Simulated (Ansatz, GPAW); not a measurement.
# Sr3SnP (model structure): optical spectrum from first principles, part 3 of 3

Aim: the dielectric function of Sr3SnP (model structure), and the optical constants that follow from it. The cell was made here by substitution or stacking, whether or not such a phase is known. It was built so: All Ca replaced by Sr and N replaced by P in the Pm-3m structure of Ca3SnN. The cell is first relaxed with Ansatz.

GPAW 26.7.0; DFT, PBE, plane-wave PAW (GPAW data sets), scalar-relativistic, RPA, optical limit.

So far. Step 3 (Ground state): There are states at the Fermi level within the smearing, so the occupations stay smeared and the carriers get a Drude term.

## (5) Dielectric function, RPA

Transitions between filled and empty bands, summed over the zone, give the optical response, so mesh, band count and broadening shape it.

The induced potential is part of this response.

This step: DFT, PBE, plane-wave PAW (GPAW data sets), scalar-relativistic, RPA, optical limit (GPAW 26.7.0).

The input, df.py:

```python
from gpaw.response.df import DielectricFunction

df = DielectricFunction('full.gpw', frequencies={'type': 'nonlinear', 'domega0': 0.03, 'omega2': 8},
                        ecut=50,
                        eta=0.05,
                        nbands=97,
                        rate=0.2,
                        txt='df.txt')
for direction in ['x']:
    df.get_dielectric_function(xc='RPA', direction=direction, filename=f'df_{direction}.csv')
```

Launch:

```bash
> OMP_NUM_THREADS=1 python df.py
```

Numbers of over 12 decimals in the logs are rounded to 6 here.

What it wrote:

```text
Using integrator: PointIntegrator
NonLinearFrequencyDescriptor(from 0.000 to 58.501 eV, 485 points)
Nonperiodic BCs:  [False False False]
Using integrator: PointIntegrator
NonLinearFrequencyDescriptor(from 0.000 to 58.501 eV, 485 points)
Nonperiodic BCs:  [False False False]
Using integrator: PointIntegrator

Calculating chi0 body with:
    Ground state adapter containing:
    Number of spins: 1
    Number of kpoints: 216
    Number of irreducible kpoints: 20
    Number of completely occupied states: 19
    Number of partially occupied states: 26

    Linear response parametrization:
    q_c: [0.0, 0.0, 0.0]
    Number of frequency points: 485
    Planewave cutoff: 50.0
    Number of bands: 97
    Number of planewaves: 179
    Broadening (eta): 0.05

Integrating chi0 body.

Symmetries of q_c:
    Direct symmetries (Uq -> q): 48
    Indirect symmetries (TUq -> q): 0
In total 48 allowed symmetries.

20 groups of equivalent kpoints. 90.740741% reduction.

Integral kind: spectral function

Calculating chi0 optical extensions with:
    Ground state adapter containing:
    Number of spins: 1
    Number of kpoints: 216
    Number of irreducible kpoints: 20
    Number of completely occupied states: 19
    Number of partially occupied states: 26

    Linear response parametrization:
    Number of frequency points: 485
    Planewave cutoff: 50.0
    Number of bands: 97
    Number of planewaves: 179
    Broadening (eta): 0.05
Integrating chi0 head and wings.

Symmetries of q_c:
    Direct symmetries (Uq -> q): 48
    Indirect symmetries (TUq -> q): 0
In total 48 allowed symmetries.

20 groups of equivalent kpoints. 90.740741% reduction.

Integral kind: spectral function wings

Calculating drude chi0 with:
    Number of frequency points:485
    Plasma frequency decay rate: 0.2 eV

    Ground state adapter containing:
    Number of spins: 1
    Number of kpoints: 216
    Number of irreducible kpoints: 20
    Number of completely occupied states: 19
    Number of partially occupied states: 26

Symmetries of q_c:
    Direct symmetries (Uq -> q): 48
    Indirect symmetries (TUq -> q): 0
In total 48 allowed symmetries.

20 groups of equivalent kpoints. 90.740741% reduction.

Integral kind: intraband
Plasma frequency:
[[1.85+0.j 0.  +0.j 0.  +0.j]
 [0.  +0.j 1.85+0.j 0.  +0.j]
 [0.  +0.j 0.  +0.j 1.85+0.j]]
```

Elapsed: 46 s, on 1 thread of Arm Neoverse V2, shared host; peak memory 0.99 GiB.

Read-outs, printed or worked out from the files:

```
centre of weight of the strongest loss peak in the window : 9.964 eV
```

Some rows of df_x.csv (energy; Re and Im without local fields; Re and Im with them):

```text
0.000000, 167.264100, 0.000000, 165.504554, 0.000000
0.555532, 9.312474, 9.995363, 7.275950, 9.761876
1.143969, 3.105182, 4.178127, 0.993701, 4.014860
1.768324, 9.613249, 10.381195, 7.316759, 6.993502
2.431988, 1.956854, 13.794382, 3.361463, 11.169676
3.138794, -2.668159, 4.431133, -2.867155, 4.536057
3.893091, -0.081193, 3.729792, 0.054951, 3.146002
4.699832, 0.211606, 2.882974, 0.472120, 2.525785
5.564682, -0.943456, 3.549320, -0.219546, 3.480217
6.494155, -0.161389, 1.689524, -0.159770, 1.528557
7.495775, -0.746677, 1.073069, -0.767632, 1.368902
8.578281, -0.251101, 0.926088, 0.028444, 0.957143
9.751884, -0.031125, 0.505010, -0.087252, 0.648245
11.028587, 0.413918, 0.368784, 0.373678, 0.277795
12.422601, 0.515756, 0.184377, 0.570866, 0.271943
13.950874, 0.696007, 0.091592, 0.770320, 0.313173
15.633783, 0.983002, 0.053842, 0.748417, 0.233644
17.496047, 1.312008, 0.082878, 0.905049, 0.148821
19.567954, 1.984374, 0.946237, 1.073977, 0.230847
```

The Im ε, E ∥ x has structure finer than the step of the table below, so its rows give means over 1 eV, whole bins alone (the curve runs from 0.619 to 20.8 eV). Peaks (eV: height): 0.7: 15.8, 0.9: 18.3, 2.1: 10.7, 2.7: 11.9.

Sum at mesh points, not converged in k. Table of Im ε, E ∥ x by photon energy; means over each step:

photon energy (eV), Im ε, E ∥ x and a bar:
```
        2        8.3 ##############################
        3        7.1 ##########################
        4        3.1 ###########
        5        2.9 ##########
        6        2.2 ########
        7        1.6 #####
        8        0.9 ###
        9        0.8 ##
       10        0.5 #
       11        0.3 #
       12        0.3 #
       13        0.2 
       14        0.3 #
       15        0.3 
       16        0.2 
       17        0.2 
       18        0.2 
       19        0.2 
       20        0.3
```

Values under 1 per cm are given as 1; sum at mesh points, not converged in k. Absorption coefficient, E ∥ x against photon energy:

```
photon energy (eV)  absorption coefficient, E ∥ x (1/cm)
              1.01                                 2.7e5
              1.99                                 3.0e5
              3.02                                 6.9e5
              3.98                                 5.5e5
              4.98                                 6.3e5
              6.02                                 7.0e5
              6.99                                 7.1e5
              8.03                                 4.8e5
              9.02                                 5.0e5
             10.03                                 3.5e5
             11.03                                 2.4e5
             12.02                                 2.9e5
             13.00                                 1.5e5
             14.04                                 2.8e5
             14.96                                 2.2e5
             16.03                                 1.4e5
             16.96                                 2.0e5
             18.05                                 1.8e5
             18.97                                 1.5e5
             20.06                                 2.7e5
```

The Im ε, E ∥ x has structure finer than the step of the table below, so its rows give means over 0.5 eV, whole bins alone (the curve runs from 0.619 to 20.8 eV). Peaks (eV: height): without local fields 0.68: 16.7, 0.88: 19.1, 2.13: 13.9, 2.47: 13.8, 2.70: 13.6; with local fields 0.68: 15.8, 0.91: 18.3, 2.13: 10.7, 2.74: 11.9.

Sum at mesh points, not converged in k. The Im ε, E ∥ x by photon energy; means over each step:

```
photon energy (eV)  without local fields  with local fields
               1.0                  11.1               10.8
               1.5                  7.37               5.58
               2.0                  12.1               8.74
               2.5                  12.4               10.4
               3.0                  6.65               6.91
               3.5                  3.96               3.62
               4.0                  3.71               3.22
               4.5                  3.04               2.66
               5.0                  3.47               3.11
               5.5                  3.12               2.94
               6.0                  2.11               2.09
               6.5                  1.78               1.65
               7.0                  1.67               1.57
               7.5                  1.17               1.23
               8.0                  1.02              0.786
               8.5                  1.02              0.945
               9.0                 0.728              0.719
               9.5                 0.666              0.709
              10.0                 0.443              0.424
              10.5                 0.443              0.386
              11.0                 0.401              0.324
              11.5                 0.441              0.299
              12.0                 0.337              0.327
              12.5                 0.207              0.250
              13.0                 0.241              0.206
              13.5                 0.188              0.261
              14.0                0.0933              0.302
              14.5                0.0785              0.291
              15.0                0.0679              0.269
              15.5                0.0576              0.227
              16.0                0.0606              0.161
              16.5                0.0711              0.175
              17.0                0.0586              0.210
              17.5                0.0866              0.157
              18.0                 0.116              0.171
              18.5                0.0926              0.137
              19.0                 0.235              0.161
              19.5                 0.787              0.208
              20.0                  1.21              0.282
              20.5                  1.22              0.341
```

The reflectivity at normal incidence, E ∥ x has structure finer than the step of the table below, so its rows give means over 0.5 eV, whole bins alone (the curve runs from 0.619 to 20.8 eV). Peaks (eV: height): 0.94: 50.2, 2.17: 37.9, 2.86: 50.8, 5.92: 33.6, 6.99: 27.0, 7.61: 37.5, 9.82: 22.3.

Sum at mesh points, not converged in k. Reflectivity at normal incidence, E ∥ x against photon energy; means over each step:

photon energy (eV), reflectivity at normal incidence, E ∥ x (%) and a bar:
```
      1.0       39.5 #########################
      1.5       26.5 #################
      2.0       34.0 #####################
      2.5       39.2 #########################
      3.0       47.4 ##############################
      3.5       34.6 ######################
      4.0       26.3 #################
      4.5       22.1 ##############
      5.0       22.6 ##############
      5.5       26.2 #################
      6.0       29.6 ###################
      6.5       24.0 ###############
      7.0       23.1 ###############
      7.5       30.3 ###################
      8.0       19.1 ############
      8.5       15.2 ##########
      9.0       16.7 ###########
      9.5       13.8 #########
     10.0       15.7 ##########
     10.5        7.7 #####
     11.0        5.8 ####
     11.5        3.5 ##
     12.0        2.9 ##
     12.5        2.3 #
     13.0        1.3 #
     13.5        0.9 
     14.0        1.2 #
     14.5        1.1 #
     15.0        1.1 #
     15.5        0.9 #
     16.0        0.6 
     16.5        0.3 
     17.0        0.5 
     17.5        0.3 
     18.0        0.3 
     18.5        0.1 
     19.0        0.2 
     19.5        0.3 
     20.0        0.5 
     20.5        0.7
```

The loss function −Im 1/ε at q → 0, E ∥ x has structure finer than the step of the table below, so its rows give means over 0.5 eV, whole bins alone (the curve runs from 0.619 to 20.8 eV). Peaks (eV: height): 8.03: 1.43, 9.09: 1.71, 9.35: 1.72, 9.96: 2.41, 10.66: 1.64.

Sum at mesh points, not converged in k. The loss function −Im 1/ε at q → 0, E ∥ x by energy loss; means over each step:

```
energy loss (eV)  loss function −Im 1/ε at q → 0, E ∥ x
             1.0                                  0.103
             1.5                                 0.0865
             2.0                                 0.0777
             2.5                                 0.0883
             3.0                                  0.132
             3.5                                  0.258
             4.0                                  0.310
             4.5                                  0.373
             5.0                                  0.315
             5.5                                  0.334
             6.0                                  0.438
             6.5                                  0.582
             7.0                                  0.618
             7.5                                  0.717
             8.0                                   1.24
             8.5                                   1.04
             9.0                                   1.38
             9.5                                   1.34
            10.0                                   2.06
            10.5                                   1.49
            11.0                                   1.22
            11.5                                  0.853
            12.0                                  0.776
            12.5                                  0.624
            13.0                                  0.413
            13.5                                  0.380
            14.0                                  0.465
            14.5                                  0.439
            15.0                                  0.424
            15.5                                  0.372
            16.0                                  0.252
            16.5                                  0.215
            17.0                                  0.271
            17.5                                  0.193
            18.0                                  0.200
            18.5                                  0.144
            19.0                                  0.154
            19.5                                  0.176
            20.0                                  0.223
            20.5                                  0.321
```

Optical constants at common wavelengths, from n + ik = √ε:

```
wavelength (nm)     n      k  R (%)    1/α
           1550  3.59  1.850   41.3  67 nm
            800  2.53  0.929   24.1  69 nm
            633  2.95  1.458   33.5  35 nm
            532  2.88  1.662   35.4  25 nm
            450  2.28  2.542   47.1  14 nm
            405  1.35  2.274   49.5  14 nm
            248  1.37  1.258   23.9  16 nm
```

In reflection the computed colour is faintly blue: x = 0.294, y = 0.300, luminous reflectivity 36 %.

## (6) Results

| Item | Value |
| --- | --- |
| centre of weight of the strongest loss peak in the window, first axis | 9.96 eV |

In words: At this level (PBE, RPA) Sr3SnP is a metal. The mesh is too coarse to trust the carriers' weight, the reflectivity or the colour to better than tens of per cent. The cell grew by 38.2 % in volume. In reflection the computed colour is faintly blue: x = 0.294, y = 0.300, luminous reflectivity 36 %. The carriers' damping of 0.2 eV is typed, not computed; it shapes the response at the lowest energies. Spin-orbit coupling is left out although heavy atoms are present. The curves end at 21 eV, about where the summed bands run out. The cell grew by 38 % in the relaxation, which can come from the guessed start or, where layers or molecules are weakly bound, from the missing dispersion term; a larger cell lowers ε. GPAW's carrier term has the form −ωp²/(ω + i·rate)², which damps like twice the rate and fails at low energy, so the curves leave the lowest energies out. The sum runs over mesh points 0.17 Å⁻¹ apart with no interpolation, so peaks are partly noise of the mesh, and the Drude plasma energy, a sum over the Fermi surface, isn't converged.

[Machine, clock and banner lines and Python warnings are left out of the logs.]

[Logs are printed without paths, hosts, clocks, repeated set-up lines and the standing remarks that a program may print on its own settings, such as how far it seeks lower states.]

[Hosts, paths, dates, database ids (printed as entryN), source tags and the programs' standing remarks are cut or masked in the printed files.]
